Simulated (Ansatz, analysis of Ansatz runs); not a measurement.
# MgH2 (P4_2/mnm), nudged elastic band: V_Mg hop (3.0 Å) (q = −2)

Wanted: path and barrier of a jump of Mg in MgH2 (P4_2/mnm) at charge −2. The case: V_Mg hop (3.0 Å), in a cell of 72 host atoms with 1 Mg taken out.

Main program and level: Ansatz 0.2.0; plane-wave PAW DFT, PBEsol; nudged elastic band between two relaxed defect structures at fixed charge in a uniform background.

## (1) The starting structure

The cell holds 71 atoms: 23 Mg and 48 H. Its edges and angles: a = 8.954 Å, b = 8.954 Å, c = 9.023 Å, α = 90.0°, β = 90.0°, γ = 90.0°. It derives from MgH2 (space group P4_2/mnm). Nearest the centre at fractional (0.500, 0.500, 0.500): H28 at 1.24 Å, H48 at 1.24 Å, Mg62 at 1.50 Å, H15 at 2.44 Å, H70 at 2.44 Å, H9 at 2.44 Å, H65 at 2.44 Å, Mg61 at 3.17 Å. The cell carries charge −2.

The cell's shortest repeat is 9.0 Å.

## (2) Relaxation of the start point, charge −2

The ends come first: from an unrelaxed start the top is counted from too high an energy, and the barrier comes out too low. Small random displacements break the symmetry of the ideal sites, so that the defect can distort if it gains by it. The charge of −2 is set by the electron count, and a uniform background keeps the cell neutral.

Input file qm2.start/input.yaml:

```yaml
crystal:
  lattice:
    - [8.95437031, 0.0, 0.0]
    - [0.0, 8.95437031, 0.0]
    - [0.0, 0.0, 9.0232221]
  atoms:
    - { symbol: Mg, position: [0.25, 0.25, 0.16666667] }
    - { symbol: Mg, position: [0.0, 0.0, 0.0] }
    - { symbol: H, position: [0.34777188, 0.34777188, 0.0] }
    - { symbol: H, position: [0.40222812, 0.09777188, 0.16666667] }
    - { symbol: H, position: [0.15222812, 0.15222812, 0.0] }
    - { symbol: H, position: [0.09777188, 0.40222812, 0.16666667] }
    - { symbol: Mg, position: [0.25, 0.25, 0.5] }
    - { symbol: Mg, position: [0.0, 0.0, 0.33333333] }
    - { symbol: H, position: [0.34777188, 0.34777188, 0.33333333] }
    - { symbol: H, position: [0.40222812, 0.09777188, 0.5] }
    - { symbol: H, position: [0.15222812, 0.15222812, 0.33333333] }
    - { symbol: H, position: [0.09777188, 0.40222812, 0.5] }
    - { symbol: Mg, position: [0.25, 0.25, 0.83333333] }
    - { symbol: Mg, position: [0.0, 0.0, 0.66666667] }
    - { symbol: H, position: [0.34777188, 0.34777188, 0.66666667] }
    - { symbol: H, position: [0.40222812, 0.09777188, 0.83333333] }
    - { symbol: H, position: [0.15222812, 0.15222812, 0.66666667] }
    - { symbol: H, position: [0.09777188, 0.40222812, 0.83333333] }
    - { symbol: Mg, position: [0.25, 0.75, 0.16666667] }
    - { symbol: Mg, position: [0.0, 0.5, 0.0] }
    - { symbol: H, position: [0.34777188, 0.84777188, 0.0] }
    - { symbol: H, position: [0.40222812, 0.59777188, 0.16666667] }
    - { symbol: H, position: [0.15222812, 0.65222812, 0.0] }
    - { symbol: H, position: [0.09777188, 0.90222812, 0.16666667] }
    - { symbol: Mg, position: [0.25, 0.75, 0.5] }
    - { symbol: Mg, position: [0.0, 0.5, 0.33333333] }
    - { symbol: H, position: [0.34777188, 0.84777188, 0.33333333] }
    - { symbol: H, position: [0.40222812, 0.59777188, 0.5] }
    - { symbol: H, position: [0.15222812, 0.65222812, 0.33333333] }
    - { symbol: H, position: [0.09777188, 0.90222812, 0.5] }
    - { symbol: Mg, position: [0.25, 0.75, 0.83333333] }
    - { symbol: Mg, position: [0.0, 0.5, 0.66666667] }
    - { symbol: H, position: [0.34777188, 0.84777188, 0.66666667] }
    - { symbol: H, position: [0.40222812, 0.59777188, 0.83333333] }
    - { symbol: H, position: [0.15222812, 0.65222812, 0.66666667] }
    - { symbol: H, position: [0.09777188, 0.90222812, 0.83333333] }
    - { symbol: Mg, position: [0.75, 0.25, 0.16666667] }
    - { symbol: Mg, position: [0.5, 0.0, 0.0] }
    - { symbol: H, position: [0.84777188, 0.34777188, 0.0] }
    - { symbol: H, position: [0.90222812, 0.09777188, 0.16666667] }
    - { symbol: H, position: [0.65222812, 0.15222812, 0.0] }
    - { symbol: H, position: [0.59777188, 0.40222812, 0.16666667] }
    - { symbol: Mg, position: [0.75, 0.25, 0.5] }
    - { symbol: Mg, position: [0.5, 0.0, 0.33333333] }
    - { symbol: H, position: [0.84777188, 0.34777188, 0.33333333] }
    - { symbol: H, position: [0.90222812, 0.09777188, 0.5] }
    - { symbol: H, position: [0.65222812, 0.15222812, 0.33333333] }
    - { symbol: H, position: [0.59777188, 0.40222812, 0.5] }
    - { symbol: Mg, position: [0.75, 0.25, 0.83333333] }
    - { symbol: Mg, position: [0.5, 0.0, 0.66666667] }
    - { symbol: H, position: [0.84777188, 0.34777188, 0.66666667] }
    - { symbol: H, position: [0.90222812, 0.09777188, 0.83333333] }
    - { symbol: H, position: [0.65222812, 0.15222812, 0.66666667] }
    - { symbol: H, position: [0.59777188, 0.40222812, 0.83333333] }
    - { symbol: Mg, position: [0.75, 0.75, 0.16666667] }
    - { symbol: Mg, position: [0.5, 0.5, 0.0] }
    - { symbol: H, position: [0.84777188, 0.84777188, 0.0] }
    - { symbol: H, position: [0.90222812, 0.59777188, 0.16666667] }
    - { symbol: H, position: [0.65222812, 0.65222812, 0.0] }
    - { symbol: H, position: [0.59777188, 0.90222812, 0.16666667] }
    - { symbol: Mg, position: [0.75, 0.75, 0.5] }
    - { symbol: Mg, position: [0.5, 0.5, 0.33333333] }
    - { symbol: H, position: [0.84777188, 0.84777188, 0.33333333] }
    - { symbol: H, position: [0.90222812, 0.59777188, 0.5] }
    - { symbol: H, position: [0.65222812, 0.65222812, 0.33333333] }
    - { symbol: H, position: [0.59777188, 0.90222812, 0.5] }
    - { symbol: Mg, position: [0.75, 0.75, 0.83333333] }
    - { symbol: H, position: [0.84777188, 0.84777188, 0.66666667] }
    - { symbol: H, position: [0.90222812, 0.59777188, 0.83333333] }
    - { symbol: H, position: [0.65222812, 0.65222812, 0.66666667] }
    - { symbol: H, position: [0.59777188, 0.90222812, 0.83333333] }
total_charge: -2
basis:
  ecutwfc: 420
  xc_grid: 2
hamiltonian:
  xc: pbesol
kpoints:
  mp_grid: { grid: [1, 1, 1], shift: [0.25, 0.25, 0.25] }
scf:
  occupations: { method: fixed }
  max_iter: 100
output:
  forces: true
relax:
  f_tol: 0.02
  max_steps: 70
  random_displacement: { amplitude: 0.03, seed: 6365 }
```

Run with:

```bash
$ ansatz run input.yaml --threads 4 --pin off --max-ram 7536MiB --backend cpu --events-out ev --progress --plain --runs-dir out
```

Numbers of over 12 decimals in the logs are rounded to 6 here.

What it wrote:

```text
[... repeated set-up lines and file paths are left out, and long positions are rounded to six places ...]
The last accepted step is kept in <dir> (removed where the run ends without a failure and the disk answers)
Engine: ansatz 0.2.0, aarch64-unknown-linux-gnu
Pseudopotentials: kind: paw
Pseudopotential: Mg, paw, valence charge 10, recommended cutoff 420 eV (normal), Mg.paw.azcp
Pseudopotential: H, paw, valence charge 1, recommended cutoff 420 eV (normal), H.paw.azcp
Functional definition: PBEsol
  exchange = pbesol_x
  correlation = pbesol_c
Crystal: 71 atoms, lattice volume = 723.489 Å³
Basis set: ecut = 420 eV, 14111 PW (Γ), exchange–correlation on 120×120×128 points (8 copies of the dense FFT grid, shifted against one another)
Bands: 211, of which v1, the nominal top of the filled ones, is band 140 counted from 1 (139 counted from 0)
Symmetry: 1 space group operations
k-points: 1
Non-local potential: Mg, projectors of the file, l = 0: 3, l = 1: 2, l = 2: 1
Non-local potential: H, projectors of the file, l = 0: 2, l = 1: 1
PAW form: soft (Blöchl's): semilocal exchange-correlation on the pseudo side does not see the compensation charge
PAW frozen core: Mg, regenerated for the run's functional, and the local potential with it (the file was generated under x = pbe(κ = 0.804, μ = 0.219515), c = pbe(β = 0.066725))
PAW one-centre angular grid: Mg, 110 points (default); XC on 64 Gauss nodes
PAW one-centre angular grid: H, 110 points (default); XC on 64 Gauss nodes
Initial density: superposition of atomic densities (neutral atoms scaled as one to the charged cell's electrons: chi_scale 0, normalization atom), corrected by the library's trained network
Initial wavefunctions: pseudopotential atomic-orbital guess
Functional: x = pbesol(κ = 0.804, μ = 0.123457), c = pbesol(β = 0.046)
SCF iter   1: F=—  HF=-44731.088076 eV  |F-HF|=—  |Δ(HF+E_count)|=         —  Δρ=1.89e-2  dr2=1.85e0  ethr=1.77e-3  ⟨swp⟩=5.0  Hψ=598  notcnv=0  defer=68
preconditioner: auto → Resta (q_TF=auto, 2.329 Å⁻¹)  ε∞=2.6  [insulator: Δε(μ)=3.120 eV  Ē_g=10.689 eV  n_scr=170 (ndim 8)  ℏωp=13.5 eV  f_vac=0.002  ε∞_Penn≈2.6]
SCF iter   2: F=—  HF=-44730.325821 eV  |F-HF|=—  |Δ(HF+E_count)|=   7.62e-1  Δρ=8.19e-3  dr2=4.13e-1  ethr=6.61e-4  ⟨swp⟩=3.0  Hψ=339  notcnv=0  defer=68
SCF iter   3: F=—  HF=-44730.165271 eV  |F-HF|=—  |Δ(HF+E_count)|=   1.61e-1  Δρ=1.42e-3  dr2=1.88e-2  ethr=1.47e-4  ⟨swp⟩=3.0  Hψ=287  notcnv=0  defer=36
automatic band count: iteration 3 solves 179 bands in place of 211: the levels show a gap, and the empty bands left out lie too high to hold charge; the band table lists the bands solved (type scf.n_extra_bands for more)
SCF iter   4: F=—  HF=-44730.161051 eV  |F-HF|=—  |Δ(HF+E_count)|=   4.22e-3  Δρ=2.35e-4  dr2=2.83e-4  ethr=6.73e-6  ⟨swp⟩=2.0  Hψ=194  notcnv=0  defer=37
SCF iter   5: F=—  HF=-44730.161752 eV  |F-HF|=—  |Δ(HF+E_count)|=   7.01e-4  Δρ=3.03e-5  dr2=6.15e-6  ethr=1.01e-7  ⟨swp⟩=2.0  Hψ=221  notcnv=0  defer=37
SCF iter   6: F=-44730.161756 eV  HF=-44730.161756 eV  |F-HF|=1.41e-7  |Δ(HF+E_count)|=   4.05e-6  Δρ=7.85e-6  dr2=3.42e-7  ethr=2.20e-9  ⟨swp⟩=4.0  Hψ=468  notcnv=0
SCF 1 converged in 6 iterations: F = -44730.161756 eV  dr2 = 3.42e-7
  greatest PAW one-centre occupation: 1.000 electrons in one spin orbital (limit 2), on the Mg atom at site 48 (counted from 0), in its partial waves of l = 0
relax step   1: F+E_penalty+E_count = -44730.16175602 eV  Δ(F+E_penalty+E_count) = +0.000e0 eV  max|allowed force component| = 1.339e0 eV/Å  Δτ_max = 0.0000 Å  (6 SCF iters, dr2 threshold 1.00e-5 eV, accepted)
[... the SCF cycles and remarks between the steps are left out from here to the last step ...]
relax step   2: F+E_penalty+E_count = -44730.88819298 eV  Δ(F+E_penalty+E_count) = -7.264e-1 eV  max|allowed force component| = 4.670e-1 eV/Å  Δτ_max = 0.1948 Å  (5 SCF iters, dr2 threshold 1.00e-4 eV, accepted)
relax step   3: F+E_penalty+E_count = -44731.02848240 eV  Δ(F+E_penalty+E_count) = -1.403e-1 eV  max|allowed force component| = 2.158e-2 eV/Å  Δτ_max = 0.0583 Å  (5 SCF iters, dr2 threshold 1.36e-5 eV, accepted)
relax step   4: F+E_penalty+E_count = -44731.02848258 eV  Δ(F+E_penalty+E_count) = -1.816e-7 eV  max|allowed force component| = 2.154e-2 eV/Å  Δτ_max = 0.0000 Å  (3 SCF iters, accepted)
SCF iter   1: F=—  HF=-44731.029543 eV  |F-HF|=—  |Δ(HF+E_count)|=         —  Δρ=5.72e-4  dr2=1.77e-3  ethr=7.62e-6  ⟨swp⟩=3.0  Hψ=248  notcnv=0  defer=37
automatic band count: iteration 1 solves 179 bands in place of 211: the levels show a gap, and the empty bands left out lie too high to hold charge; the band table lists the bands solved (type scf.n_extra_bands for more)
SCF iter   2: F=—  HF=-44731.029199 eV  |F-HF|=—  |Δ(HF+E_count)|=   3.44e-4  Δρ=3.03e-4  dr2=5.59e-4  ethr=6.33e-7  ⟨swp⟩=1.0  Hψ=187  notcnv=0  defer=36
SCF iter   3: F=—  HF=-44731.029055 eV  |F-HF|=—  |Δ(HF+E_count)|=   1.44e-4  Δρ=2.73e-5  dr2=3.79e-6  ethr=2.00e-7  ⟨swp⟩=2.0  Hψ=222  notcnv=0  defer=35
SCF iter   4: F=—  HF=-44731.029530 eV  |F-HF|=—  |Δ(HF+E_count)|=   4.75e-4  Δρ=4.88e-6  dr2=2.52e-7  ethr=1.35e-9  ⟨swp⟩=2.0  Hψ=241  notcnv=0  defer=35
SCF iter   5: F=-44731.029530 eV  HF=-44731.029530 eV  |F-HF|=7.64e-10  |Δ(HF+E_count)|=   2.51e-8  Δρ=1.16e-6  dr2=1.35e-8  ethr=3.57e-11  ⟨swp⟩=4.0  Hψ=506  notcnv=0
SCF 5 converged in 5 iterations: F = -44731.029530 eV  dr2 = 1.35e-8
relax step   5: F+E_penalty+E_count = -44731.02953000 eV  Δ(F+E_penalty+E_count) = -1.047e-3 eV  max|allowed force component| = 3.343e-3 eV/Å  Δτ_max = 0.0099 Å  (5 SCF iters, accepted)
SCF converged after 5 iterations
Free energy (F): -44731.029530 eV
Harris-Foulkes:  -44731.029530 eV  (|F-HF|=7.64e-10)
Internal energy: -44731.029530 eV  (E = F + TS)
E sigma→0 (E₀):  -44731.029530 eV
Fermi energy:    1.979425 eV
--- Per-component energies (eV) ---
  E_band       = -8665.318894
  E_kinetic    = 2421.040084
  E_local      = -40250.864993  (includes V_loc(G=0)·N_el)
  E_nonlocal   = 2272.678438
  E_hartree    = 14480.092103
  E_xc         = -1106.558236
  E_vxc        = -1438.374177  (∫ρ·V_xc dr)
  E_paw        = -6483.763566  (= ΣΔE_a)
  E_vpaw       = -629.923716  (= ΣTr[D̂ρ^β])
  E_aug_tail   = -0.060600  (compensation charges beyond the density's cutoff)
  E_ewald      = -16064.946592
  E_core_change = 1.353832  (= ΣΔE_core)
  E_smearing   = -0.000000  (= −TS)
  E_closure    = 0.000000  (closes the sum)
  E_deformation_potential = -19.607853  (in the stress; not in F)
  Σ components = -44731.029530   (vs F -44731.029530, Δ=0.00e0)
--- Forces (eV/Å), atoms counted from 1 ---
  atom   1  Mg     0.00057620    -0.00025687    -0.00015610
  atom   2  Mg     0.00054421     0.00048392     0.00032086
  [... 4 atoms left out ...]
  atom   7  Mg    -0.00035288     0.00029179    -0.00184766
  [... 1 atom left out ...]
  atom   9  H     -0.00017935    -0.00003790    -0.00202933
  [... 5 atoms left out ...]
  atom  15  H     -0.00113315    -0.00023625     0.00032134
  [... 12 atoms left out ...]
  atom  28  H      0.00149526     0.00013596     0.00097027
  [... 14 atoms left out ...]
  atom  43  Mg    -0.00008149     0.00082097    -0.00000332
  [... 4 atoms left out ...]
  atom  48  H      0.00036693     0.00206297     0.00139191
  [... 12 atoms left out ...]
  atom  61  Mg    -0.00182500    -0.00228027    -0.00255482
  atom  62  Mg    -0.00045559     0.00087580     0.00011823
  [... 2 atoms left out ...]
  atom  65  H      0.00067767     0.00028557    -0.00109667
  [... 4 atoms left out ...]
  atom  70  H      0.00097798     0.00145274    -0.00077568
  [... 1 atom left out ...]
  max |Σ_I F_I| component: 3.65e-5 eV/Å
--- Relaxed structure (5 steps of the walk, 5 accepted, 0 SCFs on fresh bases) ---
  F+E_penalty+E_count = -44731.02953000 eV   max|allowed force component| = 3.343e-3 eV/Å
  atoms:
    - { symbol: Mg, position: [0.249405, 0.248990, 0.166886] }
    - { symbol: Mg, position: [0.000391, -6.56535930234517e-7, -0.000662] }
    [... 4 atoms left out ...]
    - { symbol: Mg, position: [0.258189, 0.257749, 0.504414] }
    [... 1 atom left out ...]
    - { symbol: H, position: [0.346343, 0.345849, 0.329704] }
    [... 5 atoms left out ...]
    - { symbol: H, position: [0.347135, 0.346457, 0.667208] }
    [... 12 atoms left out ...]
    - { symbol: H, position: [0.395379, 0.604907, 0.482912] }
    [... 14 atoms left out ...]
    - { symbol: Mg, position: [0.747700, 0.252783, 0.499548] }
    [... 4 atoms left out ...]
    - { symbol: H, position: [0.605419, 0.394991, 0.482839] }
    [... 12 atoms left out ...]
    - { symbol: Mg, position: [0.743099, 0.742728, 0.504301] }
    - { symbol: Mg, position: [0.500530, 0.500106, 0.342598] }
    [... 2 atoms left out ...]
    - { symbol: H, position: [0.654622, 0.654342, 0.329521] }
    [... 4 atoms left out ...]
    - { symbol: H, position: [0.653929, 0.653488, 0.666517] }
    [... 1 atom left out ...]
```

The job ended after 14 s (4 threads of Arm Neoverse V2, shared host; peak memory 0.95 GiB).

Step by step:

```
step  energy less that of the first step (eV)  largest force component (eV/Å)
   1                                   0.0000                          1.3388
   2                                  -0.7264                          0.4670
   3                                  -0.8667                          0.0216
   4                                  -0.8667                          0.0215
   5                                  -0.8678                          0.0033
```

The atoms that moved most (Å, from the sites as typed, ahead of the random displacement, the mean shift of all atoms taken out):

```
atom      dx      dy      dz  length
 H48   0.064  -0.065  -0.156   0.181
 H54   0.067  -0.062   0.156   0.181
 H28  -0.066   0.063  -0.156   0.180
 H34  -0.064   0.065   0.156   0.180
 H29  -0.081   0.064  -0.029   0.107
 H39   0.080  -0.063   0.029   0.106
 H47   0.063  -0.080  -0.029   0.106
 H45   0.080  -0.063  -0.027   0.105
```

Neighbours of Mg62 at the end:

```
atom  distance (Å)
 H48         1.836
 H28         1.836
 H65         1.956
  H9         1.956
 H42         2.010
 H22         2.010
Mg56         3.172
 Mg7         3.399
Mg61         3.401
Mg25         3.436
Mg43         3.436
```

Numbers from this step:

* free energy: -44731.0295 eV
* r.m.s. move of the farther half of the atoms: 0.03921 Å
* largest move from the ideal geometry of this structure, a common shift of the far atoms taken out: 0.1904 Å

The relaxation gained 0.868 eV and ended with a largest force component of 0.0033 eV/Å.

[end of part 1 of 5]

[Logs are printed without paths, hosts, clocks, repeated set-up lines and the standing remarks that a program may print on its own settings, such as how far it seeks lower states.]

[Hosts, paths, dates, database ids (printed as entryN), source tags and the programs' standing remarks are cut or masked in the printed files.]
